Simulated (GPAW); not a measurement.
# Collinear magnetic orders of SmAg with GPAW, part 2 of 2

Does SmAg prefer parallel or opposed moments, or none?

GPAW 26.7.0; LDA; plane waves with GPAW's PAW setups, scalar-relativistic.

So far. Step 3 (Run 2 (antiferro q=(0,1/2,1/2) +-)): It lies 5.53 meV a seeded atom over the first start, and its largest moment is 5.48 μB against 5.50 μB. Step 4 (Start 3: antiferro q=(0,0,1/2) +-): It lies 1.71 meV a seeded atom over the first start, and its largest moment is 5.48 μB against 5.50 μB.

## Step 5: Run 4 (antiferro q=(1/2,1/2,1/2) +-)

An opposed order shows whether the pairs that it reverses prefer unlike signs.

This order needs a doubled cell of 4 atoms. Its mesh is chosen so that both cells sample the same points.

order4.py

```python
import json
import numpy as np
from ase import Atoms
from ase.parallel import paropen, parprint
from gpaw import GPAW

atoms = Atoms(['Sm', 'Sm', 'Ag', 'Ag'],
    cell=[[7.346, 0.0, 0.0],
         [3.673, 3.673, 0.0],
         [3.673, 0.0, 3.673]],
    scaled_positions=[[0.75, 0.5, 0.5],
         [0.25, 0.5, 0.5],
         [0.0, 0.0, 0.0],
         [0.5, 0.0, 0.0]],
    pbc=True,
    magmoms=[5.0, -5.0, 0.0, 0.0])
atoms.calc = GPAW(mode={'name': 'pw', 'ecut': 350.0},
    xc='LDA',
    kpts={'size': (4, 8, 8), 'gamma': True},
    occupations={'name': 'fermi-dirac', 'width': 0.1},
    convergence={'density': 1e-05, 'energy': 1e-05},
    maxiter=200,
    symmetry={'tolerance': 1e-4},
    txt='order4.txt')
e = atoms.get_potential_energy(force_consistent=True)
res = {'free_energy': e, 'energy_sigma0': atoms.get_potential_energy(), 'fermi_energy': atoms.calc.get_fermi_level()}
res['moments'] = atoms.get_magnetic_moments().tolist()
res['total'] = atoms.get_magnetic_moment()
parprint('site moments (muB):', np.round(res['moments'], 3))
parprint(f"total moment: {res['total']:.3f} muB")
parprint(f'free energy: {e:.6f} eV')
atoms.calc.write('order4.gpw')
with paropen('results.json', 'w') as f:
    json.dump(res, f)
```

The run is started by

```sh
OMP_NUM_THREADS=1 python3 order4.py > order4.log
```

Log:

```text
UserWarning: Initial realspace grid (32,24,24) inconsistent with symmetries.
UserWarning: Using symmetrized grid: (32,32,32).

site moments (muB): [ 5.459 -5.459 -0.    -0.   ]
total moment: -0.000 muB
free energy: -25.111440 eV

--- order4.txt ---
Input parameters:
  mode=PW(ecut=350.0),
  convergence={'density': 1e-05, 'energy': 1e-05},
  kpts=MonkhorstPack(size=(4, 8, 8), gamma=True),
  maxiter=200,
[...]
|         29 |         8.504 |     0.878 |         8.505 |     0.878 |
|         30 |         8.505 |     0.878 |         8.505 |     0.878 |
[...]
|         40 |        12.012 |     0.000 |        12.012 |     0.000 |
|         41 |        12.194 |     0.000 |        12.194 |     0.000 |
|         42 |        12.194 |     0.000 |        12.194 |     0.000 |
|         43 |        12.194 |     0.000 |        12.194 |     0.000 |

No gap
No difference between direct/indirect transitions


[key lines of the parts left out:]
Free energy:     -25.111440
Converged in 19 steps
dipole moment: (-70.215211, -23.405071, -23.405071)  # |e|*Ang
Fermi level: 8.702
```

It took 3.6 min on 1 MPI rank of Arm Neoverse V2, shared host; peak memory 0.35 GiB.

Numbers from this step:

```
magnetization  : 0 μB
final state    : antiferromagnetic
largest moment : 5.459 μB
```

It lies 23.0 meV a seeded atom over the first start, and its largest moment is 5.46 μB against 5.50 μB.

## Step 6: Start 5: no spin polarisation

A run without seeds gives the energy of the state without moments.

nospin.py

```python
import json
import numpy as np
from ase import Atoms
from ase.parallel import paropen, parprint
from gpaw import GPAW

atoms = Atoms(['Sm', 'Ag'],
    cell=[[3.673, 0.0, 0.0],
         [0.0, 3.673, 0.0],
         [0.0, 0.0, 3.673]],
    scaled_positions=[[0.5, 0.5, 0.5],
         [0.0, 0.0, 0.0]],
    pbc=True)
atoms.calc = GPAW(mode={'name': 'pw', 'ecut': 350.0},
    xc='LDA',
    kpts={'size': (8, 8, 8), 'gamma': True},
    occupations={'name': 'fermi-dirac', 'width': 0.1},
    convergence={'density': 1e-05, 'energy': 1e-05},
    maxiter=200,
    symmetry={'tolerance': 1e-4},
    txt='nospin.txt')
e = atoms.get_potential_energy(force_consistent=True)
res = {'free_energy': e, 'energy_sigma0': atoms.get_potential_energy(), 'fermi_energy': atoms.calc.get_fermi_level()}
parprint(f'free energy: {e:.6f} eV')
atoms.calc.write('nospin.gpw')
with paropen('results.json', 'w') as f:
    json.dump(res, f)
```

The run is started by

```sh
OMP_NUM_THREADS=1 python3 nospin.py > nospin.log
```

Log:

```text
free energy: -8.273500 eV

--- nospin.txt ---
Input parameters:
  mode=PW(ecut=350.0),
  convergence={'density': 1e-05, 'energy': 1e-05},
  kpts=MonkhorstPack(size=(8, 8, 8), gamma=True),
  maxiter=200,
  occupations=Occupations(name='fermi-dirac', width=0.1),
  symmetry=Symmetry(tolerance=0.0001),
  xc=XC(name='LDA')

Diagonalizing LCAO Hamiltonian
Converting LCAO to pw mode
   .--------.
  /|        |
 * |        |
[...]
|          0 |       -47.045 |     2.000 |
|        ... |               |           |
|          8 |         3.390 |     2.000 |
|          9 |         3.390 |     2.000 |
|         10 |         4.117 |     2.000 |
|         11 |         4.117 |     2.000 |
[...]
|         20 |         9.637 |     0.000 |
|         21 |         9.637 |     0.000 |
|         22 |        14.067 |     0.000 |
|         23 |        14.067 |     0.000 |

No gap
No difference between direct/indirect transitions


[key lines of the parts left out:]
Free energy:      -8.273500
Converged in 14 steps
dipole moment: (-11.707180, -11.707180, -11.707180)  # |e|*Ang
Fermi level: 8.704
```

The job ended after 12 s (1 MPI rank; peak memory 0.16 GiB).

This step gave:

```
final state : non-magnetic (no spin polarisation)
```

It lies 4305 meV a seeded atom over the first start.

## Step 7: Ranking

These are free energies at a smearing of 0.1 eV, so its entropy term is in the differences. They are divided by the number of seeded atoms, so that cells of unlike size compare. Wavevectors q in the names are fractions of the reciprocal vectors of the first run's cell.

Orders:

```csv
start,final state,typed order kept,energy over the lowest (meV a seeded atom),largest site moment (μB),net moment (μB a primitive cell),mesh matched,CPU time (s)
ferro +,ferromagnetic,yes,0,5.496,5.994,yes,27.17
"antiferro q=(0,1/2,1/2) +-",antiferromagnetic,yes,5.525,5.478,0,yes,301.7
"antiferro q=(0,0,1/2) +-",antiferromagnetic,yes,1.708,5.479,0,yes,128.2
"antiferro q=(1/2,1/2,1/2) +-",antiferromagnetic,yes,22.97,5.459,0,yes,217.2
no spin polarisation,non-magnetic,-,4305,0,0,yes,12.18
```

## Step 8: Outcome

```json
{
 "lowest state found": "ferromagnetic (typed ferro +)",
 "largest site moment": "5.50 μB",
 "next state": "antiferromagnetic, 1.71 meV a seeded atom higher",
 "energy gained by spin polarisation": "4305 meV a seeded atom"
}
```

The lowest state found is ferromagnetic, reached from the start ferro +, with moments up to 5.50 μB. The two lowest states lie so close that the mesh, the functional or spin–orbit coupling could swap them. Forming the largest moments gains far more than ordering them, so they should outlast the ordering temperature. This is the lowest of 5 finished starts, no proof of the ground state. Open f shells have many stationary orbital fillings, so the state need not be the lowest, and spin-only moments miss the orbital part. Without a U the functional spreads the 4f electrons too much, so the state and its energies are unreliable. Spin–orbit coupling, which these energies lack, is strong in these shells and can change the state in kind.

[Logs and program files are shortened in this print: banners, set-up blocks, solver, clock and traceback lines can be left out without a mark of their own.]

[Logs are printed without paths, hosts, clocks, repeated set-up lines and the standing remarks that a program may print on its own settings, such as how far it seeks lower states.]

[Hosts, paths, dates, database ids (printed as entryN), source tags and the programs' standing remarks are cut or masked in the printed files.]

[Where a cell is said to come from a database of computed structures, the database is the Materials Project.]
